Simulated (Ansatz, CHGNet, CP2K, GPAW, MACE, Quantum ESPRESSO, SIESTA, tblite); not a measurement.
# CP2K runs on Σ5 (001) twist boundary in Ge (77 atoms), part 2 of 3

Wanted: CP2K inputs and outputs for Σ5 (001) twist boundary in Ge (77 atoms), checked against a plane-wave reference.

Program: CP2K 2026.2; the method stands at each step. Banners, paths, timers and routine set-up lines are dropped from the logs unmarked, and long logs keep their key lines alone; longer cuts are marked.

So far. Step 2 (PBE, DZVP-UZH, 350/50 Ry, diagonalisation): Forces lie 4.8 % from the reference's, at 1.0 times its CPU time (on 2 against 8 cores). Step 3 (PBE, TZVP-UZH, 350/50 Ry, diagonalisation): Against the first run (4.8 %), the force difference from the reference is 5.3 %, at 1.2 times the CPU time (on 4 against 2 cores), with 1309 basis functions against 1001: size alone doesn't set the difference here.

## 4. PBE, SZV-MOLOPT-SR, 350/50 Ry, diagonalisation

Method: Kohn-Sham DFT, PBE, GTH-PBE pseudopotentials, Gaussian and plane waves, SZV-MOLOPT-SR-GTH, diagonalisation.

input.inp

```
&GLOBAL
  PROJECT cell
  RUN_TYPE ENERGY_FORCE
  PRINT_LEVEL LOW
&END GLOBAL
&FORCE_EVAL
  METHOD QS
  STRESS_TENSOR ANALYTICAL
  &DFT
    BASIS_SET_FILE_NAME BASIS_MOLOPT
    POTENTIAL_FILE_NAME GTH_POTENTIALS
    &MGRID
      CUTOFF 350
      REL_CUTOFF 50
    &END MGRID
    &QS
      EPS_DEFAULT 1.0E-12
    &END QS
    &SCF
      SCF_GUESS ATOMIC
      EPS_SCF 1.0E-06
      MAX_SCF 200
      ADDED_MOS 34
      &DIAGONALIZATION
        ALGORITHM STANDARD
      &END DIAGONALIZATION
      &SMEAR ON
        METHOD FERMI_DIRAC
        ELECTRONIC_TEMPERATURE [K] 580
      &END SMEAR
      &MIXING
        METHOD BROYDEN_MIXING
        ALPHA 0.15
        NBROYDEN 8
      &END MIXING
      &PRINT
        &RESTART OFF
        &END RESTART
      &END PRINT
    &END SCF
    &XC
      &XC_FUNCTIONAL PBE
      &END XC_FUNCTIONAL
    &END XC
    &PRINT
      &MULLIKEN ON
      &END MULLIKEN
      &LOWDIN ON
      &END LOWDIN
      &MO ON
        EIGENVALUES T
        OCCUPATION_NUMBERS T
        MO_INDEX_RANGE 143 166
        &EACH
          QS_SCF 0
        &END EACH
        ADD_LAST NUMERIC
      &END MO
    &END PRINT
  &END DFT
  &SUBSYS
    &CELL
      A 8.94608 0.00000 0.00000
      B 0.00000 8.94608 0.00000
      C 0.00000 0.00000 22.56460
    &END CELL
    &TOPOLOGY
      COORD_FILE_NAME structure.xyz
      COORD_FILE_FORMAT XYZ
    &END TOPOLOGY
    &KIND Ge
      BASIS_SET SZV-MOLOPT-SR-GTH-q4
      POTENTIAL GTH-PBE-q4
    &END KIND
  &END SUBSYS
  &PRINT
    &FORCES ON
    &END FORCES
    &STRESS_TENSOR ON
    &END STRESS_TENSOR
  &END PRINT
&END FORCE_EVAL
```

structure.xyz

```xyz
77

[... 77 atom lines left out: the same atoms as in the first run ...]
```

Launch:

```
> OMP_NUM_THREADS=1 cp2k.psmp -i input.inp > output.txt
```

Numbers of over 12 decimals in the logs are rounded to 6 here.

The log of the run:

```text
CP2K| version string:                                       CP2K version 2026.2
 CP2K| Input file name                                                 input.inp
 GLOBAL| Basis set file name                                        BASIS_MOLOPT
 GLOBAL| Potential file name                                      GTH_POTENTIALS
[... lines left out ...]
 Number of electrons:                                                        308
[... lines left out ...]
  Step     Update method      Time    Convergence         Total energy    Change
[... lines left out ...]
  *** SCF run converged in    23 steps ***
[... lines left out ...]
  Fermi energy:                                                 0.213618
  Total energy:                                              -298.770251
  Total energy (extrapolated to T->0):                       -298.765344
[... lines left out ...]
 MO| E(Fermi):            0.213618 a.u.          5.812829 eV
[... lines left out ...]
 ENERGY| Total FORCE_EVAL ( QS ) energy [hartree]           -298.770264
[... lines left out ...]
 FORCES|      1  1.05067660E-02 -4.86406908E-03  1.11042021E-02   1.60422755E-02
 FORCES|      2 -1.02434076E-03 -5.14462412E-03  8.77892261E-03   1.02267255E-02
 FORCES|      3 -8.96558347E-03  1.70345252E-02 -1.22707775E-02   2.28282438E-02
[...]
FORCES|     76 -2.06289498E-05 -2.17068499E-02 -1.74390733E-02   2.78443717E-02
 FORCES|     77  9.15031589E-03  1.84081002E-02  3.41213429E-02   3.98353169E-02
 FORCES| Sum     1.50821280E-06  3.25909394E-06 -3.30650262E-06
 FORCES| Total atomic force                                       4.88153241E-06
 STRESS| Analytical stress tensor [bar]
 STRESS|                        x                   y                   z
 STRESS|      x        9.46524992239E+03  -6.46724311748E+03   1.43522409160E+04
 STRESS|      y       -6.46724311748E+03   8.37693529179E+03  -3.88569453243E+03
 STRESS|      z        1.43522409160E+04  -3.88569453243E+03   3.69217599496E+04
 STRESS| 1/3 Trace                                             1.82546483879E+04
```

Elapsed: 93 s, on 1 thread of Arm Neoverse V2, shared host; peak memory 2.1 GiB.

Against the reference:

```
r.m.s. force component                  : 0.5461 eV/Å
r.m.s. difference of force components   : 214.8 meV/Å
longest difference of force vectors     : 982.2 meV/Å
force difference over r.m.s. force      : 52.72 %
slope of forces against the reference's : 1.259
correlation of force components         : 0.9394
pressure                                : 1.825 GPa
pressure difference                     : -3.681 GPa
```

This is a coarse setting, run to see what it loses.

Against the first run (4.8 %), the force difference from the reference is 53 %, at 0.53 times the CPU time (on 1 against 2 cores), with 308 basis functions against 1001; this set comes with other potentials too, so the change isn't the basis's alone.

## 5. PBE, DZVP-MOLOPT (SR for Ge), 350/50 Ry, diagonalisation

Method: Kohn-Sham DFT, PBE, GTH-PBE pseudopotentials, Gaussian and plane waves, DZVP-MOLOPT-GTH, diagonalisation.

input.inp, as its differences from that of step 4:

```diff
@@ -66,8 +66,32 @@
     &END CELL
-    &TOPOLOGY
-      COORD_FILE_NAME structure.xyz
-      COORD_FILE_FORMAT XYZ
-    &END TOPOLOGY
+    &COORD
+      SCALED
+      Ge 0.99609 0.98407 0.01230
+      Ge 0.19070 0.09108 0.07423
+      Ge 0.38016 0.19493 0.01400
+      Ge 0.59008 0.28977 0.07051
+      Ge 0.81243 0.35691 0.01107
+      Ge 0.99045 0.49460 0.07030
+      Ge 0.69021 0.09790 0.13416
+      Ge 0.88598 0.19801 0.19658
+      Ge 0.19639 0.59673 0.00998
+      Ge 0.39673 0.70238 0.06814
+      Ge 0.59514 0.82505 0.00478
+      Ge 0.78825 0.90205 0.07496
+      Ge 0.08575 0.29536 0.13293
+      Ge 0.28795 0.39745 0.19209
+      Ge 0.49183 0.49660 0.13162
+      Ge 0.68789 0.59774 0.19340
+      Ge 0.88646 0.69382 0.13316
+      Ge 0.08764 0.79693 0.19388
+      Ge 0.98553 0.99625 0.25512
+      Ge 0.18636 0.09722 0.31830
+[... 53 atom lines left out ...]
+      Ge 0.63674 0.42541 0.93500
+      Ge 0.74416 0.62188 0.87406
+      Ge 0.83539 0.81846 0.94238
+      Ge 0.13021 0.39544 0.88269
+    &END COORD
     &KIND Ge
-      BASIS_SET SZV-MOLOPT-SR-GTH-q4
+      BASIS_SET DZVP-MOLOPT-SR-GTH-q4
       POTENTIAL GTH-PBE-q4
```

Launch:

```
> OMP_NUM_THREADS=2 cp2k.psmp -i input.inp > output.txt
```

The log of the run:

```text
CP2K| version string:                                       CP2K version 2026.2
 CP2K| Input file name                                                 input.inp
 GLOBAL| Basis set file name                                        BASIS_MOLOPT
 GLOBAL| Potential file name                                      GTH_POTENTIALS
 GLOBAL| Run type                                                   ENERGY_FORCE
 GLOBAL| Total number of message passing processes                             1
 GLOBAL| Number of threads for this process                                    2
[... lines left out ...]
                        Smear method:                                FERMI_DIRAC
[... lines left out ...]
 Number of electrons:                                                        308
[... lines left out ...]
  Step     Update method      Time    Convergence         Total energy    Change
[... lines left out ...]
  *** SCF run converged in    20 steps ***
[... lines left out ...]
  Fermi energy:                                                 0.154594
  Total energy:                                              -301.801406
  Total energy (extrapolated to T->0):                       -301.796451
[... lines left out ...]
 MO| E(Fermi):            0.154594 a.u.          4.206729 eV
[... lines left out ...]
      76     Ge       1          3.947073                              0.052927
      77     Ge       1          3.945600                              0.054400
 # Total charge                            308.000000                  0.000000
 ENERGY| Total FORCE_EVAL ( QS ) energy [hartree]           -301.801408
 FORCES| Atomic forces [hartree/bohr]
 FORCES|   Atom     x               y               z               |f|
 FORCES|      1  1.41687157E-02 -9.14239999E-03  2.69815941E-03   1.70767692E-02
 FORCES|      2 -4.33329216E-03 -1.29576415E-03  6.53494644E-03   7.94744931E-03
 FORCES|      3 -9.01514523E-03  1.85077369E-02 -1.27163964E-02   2.41974359E-02
[...]
FORCES|     76  2.65801096E-03 -2.06869863E-02 -4.16234841E-03   2.12683231E-02
 FORCES|     77  8.12752288E-03  1.43538326E-02  2.52209445E-02   3.01361109E-02
 FORCES| Sum    -3.50016504E-07  1.23729695E-07 -1.21657764E-06
 FORCES| Total atomic force                                       1.27195981E-06
 STRESS| Analytical stress tensor [bar]
 STRESS|                        x                   y                   z
 STRESS|      x        6.28281606778E+04   1.76012895548E+03   9.06769462425E+03
 STRESS|      y        1.76012895548E+03   5.53711876224E+04  -3.45729160802E+03
 STRESS|      z        9.06769462425E+03  -3.45729160802E+03   6.77502202974E+04
 STRESS| 1/3 Trace                                             6.19831895325E+04
```

Elapsed: 74 s, on 2 threads; peak memory 2.2 GiB; 2.1 min of CPU time.

Compared with the plane-wave run:

```
r.m.s. force component                  : 0.4199 eV/Å
r.m.s. difference of force components   : 24.69 meV/Å
longest difference of force vectors     : 115.1 meV/Å
force difference over r.m.s. force      : 6.059 %
slope of forces against the reference's : 1.029
correlation of force components         : 0.9987
pressure                                : 6.198 GPa
pressure difference                     : 0.6922 GPa
```

Against the first run (4.8 %), the force difference from the reference is 6.1 %, at 0.73 times the CPU time, with 1001 basis functions against 1001; this set comes with other potentials too, so the change isn't the basis's alone.

## 6. PBE+D3, DZVP-UZH, 350/50 Ry, diagonalisation

Method: Kohn-Sham DFT, PBE+D3, GTH-PBE pseudopotentials, Gaussian and plane waves, DZVP-MOLOPT (UZH set), diagonalisation.

input.inp, as its differences from that of step 5:

```diff
@@ -9,4 +9,4 @@
   &DFT
-    BASIS_SET_FILE_NAME BASIS_MOLOPT
-    POTENTIAL_FILE_NAME GTH_POTENTIALS
+    BASIS_SET_FILE_NAME BASIS_MOLOPT_UZH
+    POTENTIAL_FILE_NAME POTENTIAL_UZH
     &MGRID
@@ -43,2 +43,10 @@
       &END XC_FUNCTIONAL
+      &VDW_POTENTIAL
+        POTENTIAL_TYPE PAIR_POTENTIAL
+        &PAIR_POTENTIAL
+          TYPE DFTD3
+          PARAMETER_FILE_NAME dftd3.dat
+          REFERENCE_FUNCTIONAL PBE
+        &END PAIR_POTENTIAL
+      &END VDW_POTENTIAL
     &END XC
@@ -67,3 +75,2 @@
     &COORD
-      SCALED
 [... 77 atom lines left out: the same atoms as in the first run ...]
@@ -71,3 +78,3 @@
     &KIND Ge
-      BASIS_SET DZVP-MOLOPT-SR-GTH-q4
+      BASIS_SET DZVP-MOLOPT-PBE-GTH-q4
       POTENTIAL GTH-PBE-q4
```

The log of the run:

```text
CP2K| version string:                                       CP2K version 2026.2
 CP2K| Input file name                                                 input.inp
 GLOBAL| Basis set file name                                    BASIS_MOLOPT_UZH
 GLOBAL| Potential file name                                       POTENTIAL_UZH
 GLOBAL| Run type                                                   ENERGY_FORCE
 GLOBAL| Total number of message passing processes                             1
 GLOBAL| Number of threads for this process                                    2
 TOTAL NUMBERS AND MAXIMUM NUMBERS
  Total number of            - Atomic kinds:                                   1
                             - Atoms:                                         77
[... lines left out ...]
                        Smear method:                                FERMI_DIRAC
[... lines left out ...]
 Number of electrons:                                                        308
[... lines left out ...]
  Step     Update method      Time    Convergence         Total energy    Change
[... lines left out ...]
  *** SCF run converged in    20 steps ***
[... lines left out ...]
  Fermi energy:                                                 0.153629
  Total energy:                                              -302.318382
  Total energy (extrapolated to T->0):                       -302.313420
[... lines left out ...]
 MO| E(Fermi):            0.153629 a.u.          4.180450 eV
[... lines left out ...]
       1     Ge       1          4.008935                             -0.008935
       2     Ge       1          4.047084                             -0.047084
       3     Ge       1          3.991586                              0.008414
[...]
# Total charge                            308.000000                  0.000000
 !-----------------------------------------------------------------------------!
 LOWDIN POPULATION ANALYSIS
 #  Atom  Element  Kind  Atomic population                           Net charge
[...]
76     Ge       1          3.937546                              0.062454
      77     Ge       1          3.926326                              0.073674
 # Total charge                            308.000000                  0.000000
 ENERGY| Total FORCE_EVAL ( QS ) energy [hartree]           -302.318372
 FORCES| Atomic forces [hartree/bohr]
 FORCES|   Atom     x               y               z               |f|
 FORCES|      1  1.38189736E-02 -8.91176098E-03  1.82590903E-03   1.65444087E-02
 FORCES|      2 -4.48965855E-03 -1.43840321E-03  6.40755465E-03   7.95504835E-03
 FORCES|      3 -9.08389156E-03  1.77957520E-02 -1.22592823E-02   2.34413284E-02
[...]
FORCES|     76  2.89984861E-03 -2.03502303E-02 -3.68031372E-03   2.08826652E-02
 FORCES|     77  8.16803892E-03  1.41214709E-02  2.46936554E-02   2.95957669E-02
 FORCES| Sum     5.96890570E-08 -1.85167249E-07 -1.14777113E-06
 FORCES| Total atomic force                                       1.16414271E-06
 STRESS| Analytical stress tensor [bar]
 STRESS|                        x                   y                   z
 STRESS|      x        5.29429909243E+04   1.91706478886E+03   9.28112617103E+03
 STRESS|      y        1.91706478886E+03   4.60011088576E+04  -3.61651000078E+03
 STRESS|      z        9.28112617103E+03  -3.61651000078E+03   5.83303809123E+04
 STRESS| 1/3 Trace                                             5.24248268980E+04
```

Elapsed: 98 s, on 2 threads; peak memory 2.3 GiB.

Compared with the plane-wave run:

- r.m.s. force component: 0.4164 eV/Å
- r.m.s. difference of force components: 26.53 meV/Å
- longest difference of force vectors: 161.4 meV/Å
- force difference over r.m.s. force: 6.51 %
- slope of forces against the reference's: 1.02
- correlation of force components: 0.9982
- pressure: 5.242 GPa
- pressure difference: -0.2636 GPa

Against the first run (4.8 %), the force difference from the reference is 6.5 %, at 1.0 times the CPU time; the model has changed, so this is no error of the program alone.

## 7. PBE, DZVP-UZH, 175/50 Ry, diagonalisation

Method: Kohn-Sham DFT, PBE, GTH-PBE pseudopotentials, Gaussian and plane waves, DZVP-MOLOPT (UZH set), diagonalisation.

input.inp, as its differences from that of step 6:

```diff
@@ -12,3 +12,3 @@
     &MGRID
-      CUTOFF 350
+      CUTOFF 175
       REL_CUTOFF 50
@@ -43,10 +43,2 @@
       &END XC_FUNCTIONAL
-      &VDW_POTENTIAL
-        POTENTIAL_TYPE PAIR_POTENTIAL
-        &PAIR_POTENTIAL
-          TYPE DFTD3
-          PARAMETER_FILE_NAME dftd3.dat
-          REFERENCE_FUNCTIONAL PBE
-        &END PAIR_POTENTIAL
-      &END VDW_POTENTIAL
     &END XC
@@ -75,2 +67,3 @@
     &COORD
+      SCALED
 [... 77 atom lines left out: the same atoms as in the first run ...]
```

The log of the run:

```text
CP2K| version string:                                       CP2K version 2026.2
 CP2K| Input file name                                                 input.inp
 GLOBAL| Basis set file name                                    BASIS_MOLOPT_UZH
 GLOBAL| Potential file name                                       POTENTIAL_UZH
 GLOBAL| Run type                                                   ENERGY_FORCE
 GLOBAL| Total number of message passing processes                             1
 GLOBAL| Number of threads for this process                                    2
[... lines left out ...]
                        Smear method:                                FERMI_DIRAC
[... lines left out ...]
 Number of electrons:                                                        308
[... lines left out ...]
  Step     Update method      Time    Convergence         Total energy    Change
[... lines left out ...]
  *** SCF run converged in    20 steps ***
[... lines left out ...]
  Fermi energy:                                                 0.153629
  Total energy:                                              -301.836320
  Total energy (extrapolated to T->0):                       -301.831358
[... lines left out ...]
 MO| E(Fermi):            0.153629 a.u.          4.180450 eV
[... lines left out ...]
      76     Ge       1          3.937546                              0.062454
      77     Ge       1          3.926326                              0.073674
 # Total charge                            308.000000                  0.000000
 ENERGY| Total FORCE_EVAL ( QS ) energy [hartree]           -301.836310
 FORCES| Atomic forces [hartree/bohr]
 FORCES|   Atom     x               y               z               |f|
 FORCES|      1  1.39191490E-02 -8.97460904E-03  2.32149685E-03   1.67235063E-02
 FORCES|      2 -4.36229272E-03 -1.31207846E-03  6.56711940E-03   7.99238418E-03
 FORCES|      3 -8.86876814E-03  1.81322174E-02 -1.24117550E-02   2.36956540E-02
[...]
FORCES|     76  2.77448390E-03 -2.05346031E-02 -3.94572322E-03   2.10935160E-02
 FORCES|     77  7.95876141E-03  1.39886220E-02  2.46811524E-02   2.94649404E-02
 FORCES| Sum    -3.80837065E-05 -1.54940555E-06  1.70357077E-06
 FORCES| Total atomic force                                       3.81532635E-05
 STRESS| Analytical stress tensor [bar]
 STRESS|                        x                   y                   z
 STRESS|      x        6.07724398137E+04   1.64414294789E+03   9.22428073327E+03
 STRESS|      y        1.64414294789E+03   5.37014902887E+04  -3.48062315935E+03
 STRESS|      z        9.22428073327E+03  -3.48062315935E+03   6.58103389747E+04
 STRESS| 1/3 Trace                                             6.00947563590E+04
```

Elapsed: 64 s, on 2 threads; peak memory 1 GiB; 2 min of CPU time.

Compared with the plane-wave run:

| Item | Value |
| --- | --- |
| r.m.s. force component | 0.4166 eV/Å |
| r.m.s. difference of force components | 19.71 meV/Å |
| longest difference of force vectors | 96.81 meV/Å |
| force difference over r.m.s. force | 4.837 % |
| slope of forces against the reference's | 1.021 |
| correlation of force components | 0.9991 |
| pressure | 6.01 GPa |
| pressure difference | 0.5034 GPa |
| energy less the same-level run's | -0.0001 meV/atom |
| r.m.s. force difference from the same-level run | 0.186 meV/Å |

This is a coarse setting, run to see what it loses.

Against the first run (4.8 %), the force difference from the reference is 4.8 %, at 0.68 times the CPU time: the change moves forces by 0.19 meV/Å r.m.s., so most of the difference comes from elsewhere.

[end of part 2 of 3]

[Also dropped from logs without a mark: logging warnings of Python, and SIESTA's first energy breakdown and zero terms.]

[Logs are printed without paths, hosts, clocks, repeated set-up lines and the standing remarks that a program may print on its own settings, such as how far it seeks lower states.]

[Hosts, paths, dates, database ids (printed as entryN), source tags and the programs' standing remarks are cut or masked in the printed files.]
